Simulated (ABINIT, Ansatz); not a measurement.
**BaSi3 (Pm-3m): zone-centre phonons**

Wanted: the vibrations of BaSi3 (Pm-3m) at Γ, by two programs.

Method: DFT LDA, scalar-relativistic, plane waves, PseudoDojo norm-conserving pseudopotentials, in ABINIT 10.8.3.

Most raw output is cut from this account.

The structure was built from a prototype and need not be the compound's stable phase.

### 1. The starting structure

It takes space group Pm-3m (No. 221, cubic). The conventional cell has a = 4.389 Å, b = 4.389 Å, c = 4.389 Å, α = 90.00°, β = 90.00°, γ = 90.00°. Ba has 12 Si at 3.10 Å nearest. Nearest to Si lie 8 Si at 3.10 Å and 4 Ba at 3.10 Å. Farther neighbours are not listed.

### 2. Relaxation

The harmonic expansion needs vanishing forces, and a free crystal bears no stress, so cell and atoms are brought to rest. Stress is more sensitive to the basis than forces are: the last 3 Ha under the cutoff are smoothed with ecutsm, and the cutoff is raised above that of the later runs.

The starting cell comes from a relaxation made beforehand in Ansatz (LDA, PseudoDojo NC).

File relax.abi:

```
# relaxation
ionmov 2
optcell 2
dilatmx 1.08
ntime 40
tolmxf 1.0d-05
tolvrs 1.0d-14
prtwf 0
prtden 0
chksymtnons 0

# basis, mesh and filling
ecut 28.0
ecutsm 3.0
ngkpt 6 6 6
nshiftk 1
shiftk 0.0 0.0 0.0
istwfk *1
occopt 7
tsmear 0.01
nband 18
nstep 100
diemac 1000000.0
prtebands 0
prtgsr 0
useylm 1

# cell and atoms
acell 3*1.0 Angstrom
rprim 
    4.389441928 0.0 0.0
    0.0 4.389441928 0.0
    0.0 0.0 4.389441928
ntypat 2
znucl 56 14
natom 4
typat 1 2 2 2
xred 
    0.0 0.0 0.0
    0.0 0.5 0.5
    0.5 0.0 0.5
    0.5 0.5 0.0
pp_dirpath "./pseudo"
pseudos "Ba.upf, Si.upf"
```

Launch:

```console
OMP_NUM_THREADS=1 mpirun -n 4 abinit relax.abi > relax.log
```

Run time: 62 s. Hardware: 4 MPI ranks of Arm Neoverse V1, shared host; 4.1 min of CPU time.

Step by step:

| step | energy less that of the first step (eV) | largest force (eV/Å) | volume (Å³) |
| --- | --- | --- | --- |
| 1 | 0.0000 | 0.0000 | 84.57 |
| 2 | -0.0007 | 0.0000 | 84.75 |
| 3 | -0.0019 | 0.0000 | 85.48 |
| 4 | -0.0019 | 0.0000 | 85.49 |

| conventional cell, symmetrised | before | after | change |
| --- | --- | --- | --- |
| a (Å) | 4.389 | 4.405 | +0.4 % |
| b (Å) | 4.389 | 4.405 | +0.4 % |
| c (Å) | 4.389 | 4.405 | +0.4 % |
| volume (Å³/atom) | 21.14 | 21.37 | +1.1 % |

The relaxed structure:

```cif
data_structure
_symmetry_space_group_name_H-M 'P 1'
_symmetry_Int_Tables_number 1
_cell_length_a 4.4052
_cell_length_b 4.4052
_cell_length_c 4.4052
_cell_angle_alpha 90.000
_cell_angle_beta 90.000
_cell_angle_gamma 90.000
_cell_volume 85.49
loop_
_atom_site_label
_atom_site_type_symbol
_atom_site_fract_x
_atom_site_fract_y
_atom_site_fract_z
_atom_site_occupancy
Ba1 Ba 0.00000 0.00000 0.00000 1
Si2 Si 0.00000 0.50000 0.50000 1
Si3 Si 0.50000 0.00000 0.50000 1
Si4 Si 0.50000 0.50000 0.00000 1
```

Read from the output:

```yaml
volume_per_atom: 21.37 Å³
pressure: 7.95e-5 GPa
gap_on_the_k_mesh: 0 eV
```

The volume changes by +1.1 % from the cell with which this run began.

### 3. Ground state

First-order wavefunctions inherit every error of the ground state, hence the very tight tolvrs. Occupations are smeared.

File gs.abi:

```
# ground state
tolvrs 1.0d-16
prtden 1
prtwf 1

# basis, mesh and filling
ecut 21.5
ngkpt 6 6 6
nshiftk 1
shiftk 0.0 0.0 0.0
istwfk *1
occopt 7
tsmear 0.01
nband 18
nstep 100
diemac 1000000.0
prtebands 0
prtgsr 0
useylm 1

# cell and atoms
acell 3*1.0 Angstrom
rprim 
    4.405203636 0.0 0.0
    0.0 4.405203636 0.0
    0.0 0.0 4.405203636
ntypat 2
znucl 56 14
natom 4
typat 1 2 2 2
xred 
    0.0 0.0 0.0
    0.0 0.5 0.5
    0.5 0.0 0.5
    0.5 0.5 0.0
pp_dirpath "./pseudo"
pseudos "Ba.upf, Si.upf"
```

Launch:

```console
OMP_NUM_THREADS=1 mpirun -n 4 abinit gs.abi > gs.log
```

It took 10 s on 4 MPI ranks; 41 s of CPU time.

Numbers from this step:

```
pressure : -0.007093 GPa
```

The cell stands at -0.0071 GPa, close enough for phonons.

### 4. Linear response at Γ

At q = 0 one unit cell holds all displacements. The response is solved for single atoms along the cell's directions, and symmetry skips those that follow from others. The crystal is treated as a metal, which screens a static field, so no field response is asked.

File dfpt_gamma.abi:

```

# common to the responses
getwfk_filepath "gso_WFK"
kptopt 2
nqpt 1
qpt 0.0 0.0 0.0
asr 0
chneut 0

# displacements
rfphon 1
rfatpol 1 4
rfdir 1 1 1
tolvrs 1.0d-10
prtwf 0

# basis, mesh and filling
ecut 21.5
ngkpt 6 6 6
nshiftk 1
shiftk 0.0 0.0 0.0
istwfk *1
occopt 7
tsmear 0.01
nband 18
nstep 100
diemac 1000000.0
prtebands 0
prtgsr 0
useylm 1

# cell and atoms
acell 3*1.0 Angstrom
rprim 
    4.405203636 0.0 0.0
    0.0 4.405203636 0.0
    0.0 0.0 4.405203636
ntypat 2
znucl 56 14
natom 4
typat 1 2 2 2
xred 
    0.0 0.0 0.0
    0.0 0.5 0.5
    0.5 0.0 0.5
    0.5 0.5 0.0
pp_dirpath "./pseudo"
pseudos "Ba.upf, Si.upf"
```

Launch:

```console
OMP_NUM_THREADS=1 mpirun -n 4 abinit dfpt_gamma.abi > dfpt_gamma.log
```

Elapsed: 57 s, on 4 MPI ranks; 3.8 min of CPU time.

Read from the output:

```
largest acoustic frequency at the zone centre before the sum rule : -6.93 cm⁻¹
highest optical zone-centre mode (no LO-TO term)                  : 244.8 cm⁻¹
lowest optical zone-centre mode                                   : -228.8 cm⁻¹
```

The acoustic modes at Γ come out as far as 6.9 cm⁻¹ from zero, where they should vanish, a small numerical error. The lowest optical mode is imaginary, 229i cm⁻¹, an instability at this level and on this k mesh.

### 5. Zone-centre analysis

anaddb reads the merged derivatives and imposes the acoustic sum rule.

File anaddb.abi:

```
ddb_filepath "gamma_DDB"
output_file "anaddb.abo"
outdata_prefix "anaddb"
asr 1
chneut 1
enunit 2
eivec 1
nph1l 1
qph1l 0.0 0.0 0.0 1.0
```

File mrgddb.in:

```
gamma_DDB
merged
2
dfpt_gammao_DDB
gso_DDB
```

Launch:

```console
mrgddb < mrgddb.in > mrgddb.log
OMP_NUM_THREADS=1 anaddb anaddb.abi > anaddb.log
```

The job ended after 0.5 s (1 thread).

Read from the output:

```
highest optical zone-centre mode (no LO-TO term) : 244.9 cm⁻¹
```

No LO-TO term; unit eigenvectors of the mass-weighted matrix, from anaddb's displacements. Modes at Γ, with each element's share of the kinetic energy (negative means imaginary):

| mode | frequency (cm⁻¹) | symmetry | Ba % | Si % |
| --- | --- | --- | --- | --- |
| 1 | -228.8 | T1u | 4 | 96 |
| 2 | -228.8 | T1u | 4 | 96 |
| 3 | -228.8 | T1u | 4 | 96 |
| 4 | 0.0 | acoustic | 62 | 38 |
| 5 | 0.0 | acoustic | 62 | 38 |
| 6 | 0.0 | acoustic | 62 | 38 |
| 7 | 185.3 | T2u | 0 | 100 |
| 8 | 185.3 | T2u | 0 | 100 |
| 9 | 185.3 | T2u | 0 | 100 |
| 10 | 244.9 | T1u | 34 | 66 |
| 11 | 244.9 | T1u | 34 | 66 |
| 12 | 244.9 | T1u | 34 | 66 |

Displacements in mode 1 (-228.8 cm⁻¹), the largest set to 1:
```
Ba1  0.00  0.00  0.10
Si2  0.00  0.00  0.26
Si3  0.00  0.00  0.26
Si4  0.00  0.00 -1.00
```

Displacements in mode 10 (244.9 cm⁻¹), the largest set to 1:
```
Ba1  0.00  0.00  0.47
Si2  0.00  0.00 -1.00
Si3  0.00  0.00 -1.00
Si4  0.00  0.00 -0.30
```

The rule moves no optical mode by more than 0.1 cm⁻¹.

### 6. Cross-check with Ansatz

The same cell goes through another code at the same cutoff. The files are of one family, but Ansatz's library holds files of its own making for some heavy elements, so those for Ba may differ.

This step: DFT LDA, scalar-relativistic, plane waves, norm-conserving pseudopotentials of its library (PseudoDojo's, some remade) (Ansatz 0.2.0).

File input.yaml:

```yaml
crystal:
  lattice:
    - [4.4052036355, 0.0, 0.0]
    - [0.0, 4.4052036355, 0.0]
    - [0.0, 0.0, 4.4052036355]
  atoms:
    - { symbol: Ba, position: [0.0, 0.0, 0.0] }
    - { symbol: Si, position: [0.0, 0.5, 0.5] }
    - { symbol: Si, position: [0.5, 0.0, 0.5] }
    - { symbol: Si, position: [0.5, 0.5, 0.0] }
kpoints:
  mp_grid: { grid: [6, 6, 6] }
hamiltonian:
  xc: lda
  pseudopotentials: { kind: nc, accuracy: standard }
scf:
  occupations: { method: gaussian, width: 0.27211 }
output:
  eigenvalues: true
basis:
  ecutwfc: 585.045
phonons:
  method: dfpt
```

Launch:

```console
ansatz run input.yaml --threads 4 --pin off --max-ram 8192MiB --backend cpu --events-out ev --progress --plain --runs-dir out
```

Wall time 13 s (4 threads); peak memory 0.8 GiB.

This step gave:

- sum-rule residual before enforcement: 1.15e-5 eV/Å²
- highest optical zone-centre mode (no LO-TO term): 240.4 cm⁻¹
- lowest optical zone-centre mode: -229.4 cm⁻¹

### 7. The two compared: ABINIT PseudoDojo and Ansatz, library NC

Worked out from the results:

- root-mean-square difference: 3.69 cm⁻¹
- largest difference: 4.5 cm⁻¹

Optical modes, paired by symmetry label. Frequencies side by side, by row:

| q (reciprocal lattice) | mode | ABINIT PseudoDojo (cm⁻¹) | Ansatz, library NC (cm⁻¹) |
| --- | --- | --- | --- |
| 0 0 0 | 1 | -228.8 | -229.4 |
| 0 0 0 | 2 | -228.8 | -229.4 |
| 0 0 0 | 3 | -228.8 | -229.4 |
| 0 0 0 | 7 | 185.3 | 180.8 |
| 0 0 0 | 8 | 185.3 | 180.8 |
| 0 0 0 | 9 | 185.3 | 180.8 |
| 0 0 0 | 10 | 244.9 | 240.4 |
| 0 0 0 | 11 | 244.9 | 240.4 |
| 0 0 0 | 12 | 244.9 | 240.4 |

At the zone centre the largest difference (acoustic modes at Γ apart) is 2 % of the highest mode.

### 8. Outcome

* space group after relaxation: Pm-3m
* volume per atom: 21.4 Å³
* highest optical zone-centre mode (no LO-TO term): 244.9 cm⁻¹
* lowest optical zone-centre mode: -228.8 cm⁻¹
* imaginary optical modes at the zone centre (no q mesh in this session): yes
* largest difference from Ansatz, library NC: 4.5 cm⁻¹

At the LDA level the optical modes of BaSi3 (Pm-3m) at the zone centre run from 229i to 245 cm⁻¹, so the structure is a saddle point, with 3 modes beyond 10i cm⁻¹ there. ABINIT PseudoDojo and Ansatz, library NC differ by 3.7 cm⁻¹ in the root mean square and by 4.5 cm⁻¹ at most, 1.8 % of the highest mode compared (acoustic modes at Γ left out); the two use different potentials, and the cell was not relaxed for the second set. These are harmonic frequencies at zero temperature: anharmonic shifts and linewidths and thermal expansion are left out. Spin-orbit coupling is left out, which can matter for the heavy elements here. In a metal the frequencies hang on the k mesh and the smearing, most of all near Kohn anomalies. Ansatz warns that the cutoff lies 24 % under the one recommended for these files; agreement at one cutoff is not convergence. The total energies of the two programs lie far apart, so at least one potential file in Ansatz's library differs from the published one read by the first program. The structure is a hypothetical one, built on a prototype.

[Host names and launcher messages were left out of these logs when they were recorded.]

[Logs are printed without paths, hosts, clocks, repeated set-up lines and the standing remarks that a program may print on its own settings, such as how far it seeks lower states.]

[Hosts, paths, dates, database ids (printed as entryN), source tags and the programs' standing remarks are cut or masked in the printed files.]
